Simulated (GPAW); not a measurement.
A computed O K-edge spectrum of one site in a crystal of Mn and O, with its zero at a photon energy of about 525.6 eV (LDA puts this hole about 4 eV below PBE, itself good to a few eV). Method: GPAW, LDA, excited-electron core hole (neutral cell) in a small cell, dipole transitions, broadening that rises with energy.

Energy from the lowest empty level; intensity scaled to a mean of 1 over the first 20 eV:

| E (eV) | intensity |
| --- | --- |
| -2.0 | 0.00 |
| -1.4 | 0.00 |
| -0.8 | 0.02 |
| -0.2 | 0.37 |
| 0.4 | 1.50 |
| 1.0 | 1.61 |
| 1.6 | 1.02 |
| 2.2 | 0.93 |
| 2.8 | 1.10 |
| 3.4 | 0.62 |
| 4.0 | 0.50 |
| 4.6 | 0.64 |
| 5.2 | 0.80 |
| 5.8 | 0.97 |
| 6.4 | 1.02 |
| 7.0 | 1.16 |
| 7.6 | 1.37 |
| 8.2 | 1.61 |
| 8.8 | 1.86 |
| 9.4 | 1.97 |
| 10.0 | 1.92 |
| 10.6 | 1.68 |
| 11.2 | 1.31 |
| 11.8 | 0.95 |
| 12.4 | 0.70 |
| 13.0 | 0.57 |
| 13.6 | 0.55 |
| 14.2 | 0.59 |
| 14.8 | 0.67 |
| 15.4 | 0.75 |
| 16.0 | 0.80 |
| 16.6 | 0.81 |
| 17.2 | 0.77 |
| 17.8 | 0.69 |
| 18.4 | 0.61 |
| 19.0 | 0.54 |
| 19.6 | 0.52 |
| 20.2 | 0.51 |
| 20.8 | 0.52 |
| 21.4 | 0.54 |
| 22.0 | 0.57 |
| 22.6 | 0.59 |
| 23.2 | 0.62 |
| 23.8 | 0.65 |
| 24.4 | 0.69 |
| 25.0 | 0.76 |
| 25.6 | 0.86 |
| 26.2 | 0.96 |
| 26.8 | 1.07 |
| 27.4 | 1.15 |
| 28.0 | 1.21 |
| 28.6 | 1.23 |
| 29.2 | 1.23 |
| 29.8 | 1.19 |
| 30.4 | 1.12 |
| 31.0 | 1.04 |
| 31.6 | 0.94 |

Q: What surroundings does the absorber have?

A K edge sees empty p states; the first features are O p mixed into the empty d states of the Mn neighbours, and the broad ones above probably into the cations' higher empty bands. It is atom 7 of Mn3O4 (C2/m), with 2 Mn at 1.93 Å, 1 Mn at 2.01 Å and 1 Mn at 2.29 Å (distorted tetrahedral, site symmetry m). Its main maxima below 24 eV lie at 0.7 eV (1.78), 2.7 eV (1.11), 9.5 eV (1.98) and 16.4 eV (0.81). A near-edge spectrum doesn't fix the structure by itself; it is matched against candidates. The hole lies in one spin channel, while the script sums the empty states of both and takes the lower zero; where the two channels are split, this blurs and shifts the curve. The unit cell's mesh shows no gap over 0.35 eV. That is right for a metallic compound; for a small-gap or correlated insulator it would be the fault of the functional or of the assumed magnetic order, and the hole would be screened too well. The crystal has 3 inequivalent O sites and not all are shown here, while a measurement adds them all. The spins start ferromagnetically in a simple order, which needn't be the measured one; gap and edge can depend on it. The holes are only 5.7 Å apart, so the shape is probably not converged with cell size; no larger cell was run here. The mesh is coarse (0.33 Å⁻¹ between points), so small maxima may be mesh ripples. The structure is a computed Materials Project entry and may be a hypothetical form.

[Hosts, paths, dates, database ids (printed as entryN), source tags and the programs' standing remarks are cut or masked in the printed files.]

[Lists of maxima count a maximum above −3 eV only where it reaches 4 % of the highest in the window and stands out from its surroundings by 2 % of it (1.5 % where it reaches 55 %); shoulders and weaker maxima are passed over, and of the rest the first, up to two pre-edge ones and the few strongest are named.]
